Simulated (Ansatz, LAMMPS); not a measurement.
# Squeezing and shearing glassy B2O3 (85 atoms), part 3 of 4

Aim: relax glassy B2O3 (85 atoms), then change its volume and shape to read moduli from the stress.

Ansatz 0.2.0; Kohn-Sham DFT, PBE, PAW (set soft_2), plane waves.

The cell: 34 B and 51 O. The quench rate of 10 K/ps is orders of magnitude faster than experiment. The network of bonds at the start is that of the classical potential that made the cell. Sampling is at Γ alone.

So far. Step 7 (Volume -6 %): The relaxation converged after 6 steps, 1.62 eV below its start, with a largest force component of 0.025 eV/Å. Step 7 (Volume -6 %): Volume -6 %: the energy stands 0.432 eV above that of the reference, at a pressure of 2.20 GPa.

## Step 8: Volume +6 %

The relaxed cell is scaled to another volume.

input.yaml

```yaml
crystal:
  lattice:
    - [10.13691, -0.23752, -0.35742]
    - [-0.23752, 10.6408, 0.31178]
    - [-0.35742, 0.31178, 9.99266]
  atoms:
    [... the 85 atom lines of step 4 ...]
kpoints:
  mp_grid: { grid: [1, 1, 1] }
hamiltonian:
  xc: pbe
scf:
  occupations: { method: fermi_dirac, width: 0.025 }
output:
  forces: true
  eigenvalues: true
  stress: true
relax:
  f_tol: 0.05
  max_steps: 70
```

Command:

```sh
$ ansatz run input.yaml --threads 4 --pin off --max-ram 8192MiB --backend cpu --events-out ev --progress --plain --runs-dir out
```

Numbers of over 12 decimals in the logs are rounded to 6 here.

Output:

```text
[...]
Crystal: 85 atoms, lattice volume = 1075.001 Å³
Basis set: ecut = 420 eV, 20991 PW (Γ), exchange–correlation on 144×144×144 points (8 copies of the dense FFT grid, shifted against one another)
Bands: 289, of which v1, the nominal top of the filled ones, is band 204 counted from 1 (203 counted from 0)
Symmetry: 1 space group operations
[...]
k-points: 1
[...]
SCF iter   1: F=—  HF=-34310.407909 eV  |F-HF|=—  |Δ(HF+E_count)|=         —  Δρ=3.40e-3  dr2=1.00e-1  ethr=1.77e-3  ⟨swp⟩=6.0  Hψ=1246  notcnv=0  defer=50
[...]
SCF iter   5: F=—  HF=-34310.423469 eV  |F-HF|=—  |Δ(HF+E_count)|=   3.60e-6  Δρ=9.15e-5  dr2=7.89e-5  ethr=8.25e-8  ⟨swp⟩=2.0  Hψ=371  notcnv=0  defer=80
SCF iter   6: F=-34310.423471 eV  HF=-34310.423471 eV  |F-HF|=1.46e-7  |Δ(HF+E_count)|=   1.34e-6  Δρ=2.26e-5  dr2=5.13e-6  ethr=1.53e-8  ⟨swp⟩=18.0  Hψ=1679  notcnv=0
SCF 1 converged in 6 iterations: F = -34310.423471 eV  dr2 = 5.13e-6
[...]
relax step   1: F+E_penalty+E_count = -34310.42347094 eV  Δ(F+E_penalty+E_count) = +0.000e0 eV  max|allowed force component| = 8.203e-1 eV/Å  Δτ_max = 0.0000 Å  (6 SCF iters, dr2 threshold 6.25e-5 eV, accepted)
[...]
relax step   2: F+E_penalty+E_count = -34311.20918080 eV  Δ(F+E_penalty+E_count) = -7.857e-1 eV  max|allowed force component| = 5.051e-1 eV/Å  Δτ_max = 0.1145 Å  (7 SCF iters, dr2 threshold 4.21e-5 eV, accepted)
[...]
relax step   3: F+E_penalty+E_count = -34311.50729010 eV  Δ(F+E_penalty+E_count) = -2.981e-1 eV  max|allowed force component| = 2.558e-1 eV/Å  Δτ_max = 0.0823 Å  (7 SCF iters, dr2 threshold 1.59e-5 eV, accepted)
relax step   4: F+E_penalty+E_count = -34311.67868942 eV  Δ(F+E_penalty+E_count) = -1.714e-1 eV  max|allowed force component| = 2.690e-1 eV/Å  Δτ_max = 0.2000 Å  (7 SCF iters, dr2 threshold 1.68e-5 eV, accepted)
relax step   5: F+E_penalty+E_count = -34311.69793626 eV  Δ(F+E_penalty+E_count) = -1.925e-2 eV  max|allowed force component| = 3.748e-2 eV/Å  Δτ_max = 0.0668 Å  (5 SCF iters, dr2 threshold 1.85e-5 eV, accepted)
[...]
relax step   6: F+E_penalty+E_count = -34311.69793985 eV  Δ(F+E_penalty+E_count) = -3.588e-6 eV  max|allowed force component| = 3.712e-2 eV/Å  Δτ_max = 0.0000 Å  (4 SCF iters, accepted)
SCF converged after 4 iterations
Free energy (F): -34311.697940 eV
[...]
Internal energy: -34311.697940 eV  (E = F + TS)
E sigma→0 (E₀):  -34311.697940 eV
Fermi energy:    3.057188 eV
[...]
Σ components = -34311.697940   (vs F -34311.697940, Δ=0.00e0)
--- Forces (eV/Å), atoms counted from 1 ---
  atom   1  B      0.00769606    -0.00429078    -0.00616450
  atom   2  B     -0.00611538    -0.01073252     0.00378993
  atom   3  B     -0.01327441    -0.00936902    -0.01342856
  atom   4  B      0.02170339    -0.00490177    -0.00368589
[...]
atom  85  O      0.00100596     0.00148394    -0.00230221
  max |Σ_I F_I| component: 3.46e-5 eV/Å
--- Stress (GPa, compression-positive) ---
       -1.940794      -0.367820      -0.166495
       -0.367801      -2.530618      -0.136122
       -0.166501      -0.136125      -2.093367
  P = ⅓ Tr σ = -2.1883 GPa (-21.883 kbar)
--- Band table (eV) ---
[...]
--- Relaxed structure (6 steps of the walk, 6 accepted, 0 SCFs on fresh bases) ---
  F+E_penalty+E_count = -34311.69793985 eV   max|allowed force component| = 3.712e-2 eV/Å
  atoms:
    - { symbol: B, position: [0.716661, 0.555584, 0.864835] }
    - { symbol: B, position: [0.285566, 0.836172, 0.415414] }
    - { symbol: B, position: [0.212997, 0.950067, 0.946637] }
    - { symbol: B, position: [0.00820141, 0.863431, 0.816735] }
[...]
- { symbol: O, position: [0.209067, 0.541225, 0.592085] }
```

Elapsed: 42 s, on 4 threads of Arm Neoverse V2, shared host; peak memory 1.2 GiB; 2.7 min of CPU time.

The relaxation converged after 6 steps, 1.27 eV below its start, with a largest force component of 0.037 eV/Å.

Volume +6 %: the energy stands 0.418 eV above that of the reference, at a pressure of -2.19 GPa.

## Step 9: Volume -10 %

The relaxed cell is scaled to another volume.

input.yaml, the sections that differ from step 8:

```yaml
crystal:
  lattice:
    - [9.59882, -0.22491, -0.33844]
    - [-0.22491, 10.07596, 0.29523]
    - [-0.33844, 0.29523, 9.46223]
  atoms:
    [... the 85 atom lines of step 4 ...]
# kpoints, hamiltonian, scf, output, relax: as in step 8
```

Output:

```text
[...]
Crystal: 85 atoms, lattice volume = 912.737 Å³
Basis set: ecut = 420 eV, 17849 PW (Γ), exchange–correlation on 144×144×128 points (8 copies of the dense FFT grid, shifted against one another)
Bands: 289, of which v1, the nominal top of the filled ones, is band 204 counted from 1 (203 counted from 0)
Symmetry: 1 space group operations
[...]
k-points: 1
[...]
SCF iter   1: F=—  HF=-34306.064449 eV  |F-HF|=—  |Δ(HF+E_count)|=         —  Δρ=4.33e-3  dr2=1.25e-1  ethr=1.77e-3  ⟨swp⟩=6.0  Hψ=1266  notcnv=0  defer=58
[...]
SCF iter   5: F=-34306.079332 eV  HF=-34306.079343 eV  |F-HF|=1.14e-5  |Δ(HF+E_count)|=   5.73e-5  Δρ=9.06e-5  dr2=5.99e-5  ethr=6.91e-8  ⟨swp⟩=2.0  Hψ=371  notcnv=0  defer=80
SCF iter   6: F=-34306.079353 eV  HF=-34306.079352 eV  |F-HF|=1.52e-6  |Δ(HF+E_count)|=   8.80e-6  Δρ=2.18e-5  dr2=3.88e-6  ethr=1.47e-8  ⟨swp⟩=15.0  Hψ=1975  notcnv=0
SCF 1 converged in 6 iterations: F = -34306.079353 eV  dr2 = 3.88e-6
[...]
relax step   1: F+E_penalty+E_count = -34306.07935345 eV  Δ(F+E_penalty+E_count) = +0.000e0 eV  max|allowed force component| = 1.816e0 eV/Å  Δτ_max = 0.0000 Å  (6 SCF iters, dr2 threshold 6.25e-5 eV, accepted)
[...]
relax step   2: F+E_penalty+E_count = -34309.11366396 eV  Δ(F+E_penalty+E_count) = -3.034e0 eV  max|allowed force component| = 1.041e0 eV/Å  Δτ_max = 0.1738 Å  (7 SCF iters, dr2 threshold 1.00e-4 eV, accepted)
[...]
relax step   3: F+E_penalty+E_count = -34310.27648546 eV  Δ(F+E_penalty+E_count) = -1.163e0 eV  max|allowed force component| = 6.705e-1 eV/Å  Δτ_max = 0.1940 Å  (6 SCF iters, dr2 threshold 6.78e-5 eV, accepted)
relax step   4: F+E_penalty+E_count = -34310.82951135 eV  Δ(F+E_penalty+E_count) = -5.530e-1 eV  max|allowed force component| = 3.634e-1 eV/Å  Δτ_max = 0.2000 Å  (7 SCF iters, dr2 threshold 1.00e-4 eV, accepted)
relax step   5: F+E_penalty+E_count = -34310.90136359 eV  Δ(F+E_penalty+E_count) = -7.185e-2 eV  max|allowed force component| = 1.465e-1 eV/Å  Δτ_max = 0.2000 Å  (6 SCF iters, dr2 threshold 3.88e-5 eV, accepted)
relax step   6: F+E_penalty+E_count = -34310.94433664 eV  Δ(F+E_penalty+E_count) = -4.297e-2 eV  max|allowed force component| = 1.844e-1 eV/Å  Δτ_max = 0.1800 Å  (7 SCF iters, dr2 threshold 3.49e-6 eV, accepted)
relax step   7: F+E_penalty+E_count = -34310.96222890 eV  Δ(F+E_penalty+E_count) = -1.789e-2 eV  max|allowed force component| = 7.411e-2 eV/Å  Δτ_max = 0.1347 Å  (7 SCF iters, dr2 threshold 5.53e-6 eV, accepted)
relax step   8: F+E_penalty+E_count = -34310.91764468 eV  Δ(F+E_penalty+E_count) = +4.458e-2 eV  max|allowed force component| = 3.695e-1 eV/Å  Δτ_max = 0.1550 Å  (9 SCF iters, rejected (line search))
relax step   9: F+E_penalty+E_count = -34310.96461310 eV  Δ(F+E_penalty+E_count) = -2.384e-3 eV  max|allowed force component| = 9.947e-2 eV/Å  Δτ_max = 0.0775 Å  (9 SCF iters, accepted)
[...]
relax step  10: F+E_penalty+E_count = -34310.97057061 eV  Δ(F+E_penalty+E_count) = -5.958e-3 eV  max|allowed force component| = 2.426e-2 eV/Å  Δτ_max = 0.0850 Å  (7 SCF iters, accepted)
SCF converged after 7 iterations
Free energy (F): -34310.970571 eV
[...]
Internal energy: -34310.970571 eV  (E = F + TS)
E sigma→0 (E₀):  -34310.970571 eV
Fermi energy:    4.356994 eV
[...]
Σ components = -34310.970571   (vs F -34310.970571, Δ=0.00e0)
--- Forces (eV/Å), atoms counted from 1 ---
  atom   1  B     -0.00694403     0.01280363     0.02246397
  atom   2  B     -0.00360371    -0.00484547     0.00759430
  atom   3  B      0.00247686     0.00641490     0.00477484
  atom   4  B     -0.00994504     0.00962520     0.02180476
[...]
atom  85  O      0.00297541    -0.01107123     0.00642519
  max |Σ_I F_I| component: 2.32e-4 eV/Å
--- Stress (GPa, compression-positive) ---
        3.356188       0.487127       0.082849
        0.487097       3.386842      -0.096827
        0.082842      -0.096827       4.283265
  P = ⅓ Tr σ = 3.6754 GPa (36.754 kbar)
--- Band table (eV) ---
[...]
--- Relaxed structure (10 steps of the walk, 9 accepted, 0 SCFs on fresh bases) ---
  F+E_penalty+E_count = -34310.97057061 eV   max|allowed force component| = 2.426e-2 eV/Å
  atoms:
    - { symbol: B, position: [0.714748, 0.547816, 0.874135] }
    - { symbol: B, position: [0.289148, 0.820299, 0.425616] }
    - { symbol: B, position: [0.242433, 0.962978, 0.933015] }
    - { symbol: B, position: [0.064185, 0.862740, 0.776815] }
[...]
- { symbol: O, position: [0.167145, 0.510762, 0.583432] }
```

The job ended after 70 s (4 threads; peak memory 1.1 GiB).

The relaxation converged after 10 steps, 4.89 eV below its start, with a largest force component of 0.024 eV/Å.

Volume -10 %: the energy stands 1.15 eV above that of the reference, at a pressure of 3.68 GPa.

## Step 10: Stretched by 1 % along x

The relaxed cell is strained along x alone, which gives the stiffness along x and its coupling to y and z.

input.yaml, the sections that differ from step 9:

```yaml
crystal:
  lattice:
    - [10.04134, -0.23295, -0.35054]
    - [-0.23528, 10.43612, 0.30578]
    - [-0.35405, 0.30578, 9.80045]
  atoms:
    [... the 85 atom lines of step 4 ...]
# kpoints, hamiltonian, scf, output, relax: as in step 9
```

Output:

```text
[...]
Crystal: 85 atoms, lattice volume = 1024.294 Å³
Basis set: ecut = 420 eV, 20037 PW (Γ), exchange–correlation on 144×144×144 points (8 copies of the dense FFT grid, shifted against one another)
Bands: 289, of which v1, the nominal top of the filled ones, is band 204 counted from 1 (203 counted from 0)
Symmetry: 1 space group operations
[...]
k-points: 1
[...]
SCF iter   1: F=—  HF=-34312.019163 eV  |F-HF|=—  |Δ(HF+E_count)|=         —  Δρ=3.51e-3  dr2=9.91e-2  ethr=1.77e-3  ⟨swp⟩=6.0  Hψ=1248  notcnv=0  defer=58
[...]
SCF iter   6: F=-34312.036384 eV  HF=-34312.036383 eV  |F-HF|=4.34e-7  |Δ(HF+E_count)|=   4.90e-6  Δρ=2.30e-5  dr2=4.84e-6  ethr=1.53e-8  ⟨swp⟩=15.0  Hψ=1785  notcnv=0
SCF 1 converged in 6 iterations: F = -34312.036384 eV  dr2 = 4.84e-6
[...]
relax step   1: F+E_penalty+E_count = -34312.03638392 eV  Δ(F+E_penalty+E_count) = +0.000e0 eV  max|allowed force component| = 4.199e-1 eV/Å  Δτ_max = 0.0000 Å  (6 SCF iters, dr2 threshold 6.25e-5 eV, accepted)
[...]
relax step   2: F+E_penalty+E_count = -34312.07699758 eV  Δ(F+E_penalty+E_count) = -4.061e-2 eV  max|allowed force component| = 2.149e-1 eV/Å  Δτ_max = 0.0298 Å  (5 SCF iters, dr2 threshold 1.10e-5 eV, accepted)
[...]
relax step   3: F+E_penalty+E_count = -34312.05161117 eV  Δ(F+E_penalty+E_count) = +2.539e-2 eV  max|allowed force component| = 1.546e-1 eV/Å  Δτ_max = 0.2000 Å  (7 SCF iters, dr2 threshold 2.89e-6 eV, rejected (line search))
[...]
relax step   4: F+E_penalty+E_count = -34312.09671363 eV  Δ(F+E_penalty+E_count) = -1.972e-2 eV  max|allowed force component| = 2.602e-2 eV/Å  Δτ_max = 0.0465 Å  (9 SCF iters, accepted)
SCF converged after 9 iterations
Free energy (F): -34312.096714 eV
[...]
Internal energy: -34312.096714 eV  (E = F + TS)
E sigma→0 (E₀):  -34312.096714 eV
Fermi energy:    3.410318 eV
[...]
--- Forces (eV/Å), atoms counted from 1 ---
  atom   1  B     -0.00215871     0.00466501     0.01136360
  atom   2  B     -0.00561164    -0.00419091    -0.01413245
  atom   3  B     -0.00055502    -0.00111607    -0.00170260
  atom   4  B     -0.00958826    -0.01237401    -0.00870153
  atom   5  B     -0.00431787    -0.00260340    -0.00311245
  atom   6  B     -0.00554245    -0.00689929    -0.00207618
  atom   7  B     -0.01425522     0.01229659     0.01184456
  atom   8  B     -0.00086473    -0.01062700     0.01741227
  atom   9  B      0.00062526     0.00866971    -0.00393058
  atom  10  B      0.00046666    -0.01133142     0.00350589
  atom  11  B     -0.01057576     0.00040730    -0.01554583
  atom  12  B      0.00083709    -0.00613851    -0.01522584
  atom  13  B      0.00287867     0.00350402     0.01424361
  atom  14  B     -0.01371940    -0.00825730    -0.00405732
[...]
atom  84  O     -0.00051867     0.01581903    -0.00620008
  atom  85  O     -0.00699275     0.00218554    -0.00029389
  max |Σ_I F_I| component: 2.48e-5 eV/Å
--- Stress (GPa, compression-positive) ---
       -0.440440      -0.068892      -0.019891
       -0.068881      -0.223232       0.004298
       -0.019894       0.004278      -0.266600
  P = ⅓ Tr σ = -0.3101 GPa (-3.101 kbar)
--- Band table (eV) ---
[...]
--- Relaxed structure (4 steps of the walk, 3 accepted, 0 SCFs on fresh bases) ---
  F+E_penalty+E_count = -34312.09671363 eV   max|allowed force component| = 2.602e-2 eV/Å
  atoms:
    - { symbol: B, position: [0.722046, 0.555768, 0.865440] }
    - { symbol: B, position: [0.285713, 0.835670, 0.421451] }
    - { symbol: B, position: [0.225225, 0.948795, 0.943514] }
    - { symbol: B, position: [0.024990, 0.862551, 0.809884] }
[...]
- { symbol: O, position: [0.194566, 0.535526, 0.588625] }
```

It took 29 s on 4 threads; peak memory 1.2 GiB.

The relaxation converged after 4 steps, 0.0603 eV below its start, with a largest force component of 0.026 eV/Å.

Stretched by 1 % along x: the energy stands 0.0194 eV above that of the reference, at a pressure of -0.310 GPa.

## Step 11: Compressed by 1 % along x

The relaxed cell is strained along x alone, which gives the stiffness along x and its coupling to y and z.

input.yaml, the sections that differ from step 10:

```yaml
crystal:
  lattice:
    - [9.8425, -0.23295, -0.35054]
    - [-0.23062, 10.43612, 0.30578]
    - [-0.34703, 0.30578, 9.80045]
  atoms:
    [... the 85 atom lines of step 4 ...]
# kpoints, hamiltonian, scf, output, relax: as in step 10
```

Output:

```text
[...]
Crystal: 85 atoms, lattice volume = 1004.011 Å³
Basis set: ecut = 420 eV, 19647 PW (Γ), exchange–correlation on 144×144×144 points (8 copies of the dense FFT grid, shifted against one another)
Bands: 289, of which v1, the nominal top of the filled ones, is band 204 counted from 1 (203 counted from 0)
Symmetry: 1 space group operations
[...]
k-points: 1
[...]
SCF iter   1: F=—  HF=-34312.017964 eV  |F-HF|=—  |Δ(HF+E_count)|=         —  Δρ=3.60e-3  dr2=1.01e-1  ethr=1.77e-3  ⟨swp⟩=6.0  Hψ=1249  notcnv=0  defer=57
[...]
SCF iter   5: F=—  HF=-34312.035258 eV  |F-HF|=—  |Δ(HF+E_count)|=   3.28e-5  Δρ=8.91e-5  dr2=6.79e-5  ethr=7.36e-8  ⟨swp⟩=2.0  Hψ=400  notcnv=0  defer=80
SCF iter   6: F=-34312.035262 eV  HF=-34312.035261 eV  |F-HF|=4.81e-7  |Δ(HF+E_count)|=   3.39e-6  Δρ=2.20e-5  dr2=4.59e-6  ethr=1.53e-8  ⟨swp⟩=16.0  Hψ=1686  notcnv=0
SCF 1 converged in 6 iterations: F = -34312.035262 eV  dr2 = 4.59e-6
[...]
relax step   1: F+E_penalty+E_count = -34312.03526172 eV  Δ(F+E_penalty+E_count) = +0.000e0 eV  max|allowed force component| = 4.601e-1 eV/Å  Δτ_max = 0.0000 Å  (6 SCF iters, dr2 threshold 6.25e-5 eV, accepted)
[...]
relax step   2: F+E_penalty+E_count = -34312.07788470 eV  Δ(F+E_penalty+E_count) = -4.262e-2 eV  max|allowed force component| = 2.249e-1 eV/Å  Δτ_max = 0.0301 Å  (5 SCF iters, dr2 threshold 1.32e-5 eV, accepted)
[...]
relax step   3: F+E_penalty+E_count = -34312.04984020 eV  Δ(F+E_penalty+E_count) = +2.804e-2 eV  max|allowed force component| = 1.708e-1 eV/Å  Δτ_max = 0.2000 Å  (7 SCF iters, dr2 threshold 3.16e-6 eV, rejected (line search))
[...]
relax step   4: F+E_penalty+E_count = -34312.09818692 eV  Δ(F+E_penalty+E_count) = -2.030e-2 eV  max|allowed force component| = 2.627e-2 eV/Å  Δτ_max = 0.0569 Å  (9 SCF iters, accepted)
SCF converged after 9 iterations
Free energy (F): -34312.098187 eV
[...]
Internal energy: -34312.098187 eV  (E = F + TS)
E sigma→0 (E₀):  -34312.098187 eV
Fermi energy:    3.559161 eV
[...]
Σ components = -34312.098187   (vs F -34312.098187, Δ=0.00e0)
--- Forces (eV/Å), atoms counted from 1 ---
  atom   1  B      0.00319269    -0.00513653    -0.01022444
  atom   2  B      0.00528864     0.00033671     0.01478179
  atom   3  B     -0.00163790    -0.00071280    -0.00430027
  atom   4  B      0.00564317     0.02018884     0.01592369
[...]
atom  85  O      0.00733539    -0.00073103    -0.00202684
  max |Σ_I F_I| component: 2.52e-5 eV/Å
--- Stress (GPa, compression-positive) ---
        0.416321       0.055912      -0.018799
        0.055921       0.260738       0.035453
       -0.018805       0.035434       0.283719
  P = ⅓ Tr σ = 0.3203 GPa (3.203 kbar)
--- Band table (eV) ---
[...]
--- Relaxed structure (4 steps of the walk, 3 accepted, 0 SCFs on fresh bases) ---
  F+E_penalty+E_count = -34312.09818692 eV   max|allowed force component| = 2.627e-2 eV/Å
  atoms:
    - { symbol: B, position: [0.721860, 0.554942, 0.864342] }
    - { symbol: B, position: [0.284653, 0.835303, 0.423705] }
    - { symbol: B, position: [0.228083, 0.948730, 0.944099] }
    - { symbol: B, position: [0.028040, 0.860543, 0.810593] }
[...]
- { symbol: O, position: [0.184597, 0.537801, 0.588925] }
```

Wall time 29 s (4 threads); peak memory 1.1 GiB.

The relaxation converged after 4 steps, 0.0629 eV below its start, with a largest force component of 0.026 eV/Å.

Compressed by 1 % along x: the energy stands 0.0180 eV above that of the reference, at a pressure of 0.320 GPa.

[end of part 3 of 4]

[Logs are printed without paths, hosts, clocks, repeated set-up lines and the standing remarks that a program may print on its own settings, such as how far it seeks lower states.]

[Hosts, paths, dates, database ids (printed as entryN), source tags and the programs' standing remarks are cut or masked in the printed files.]
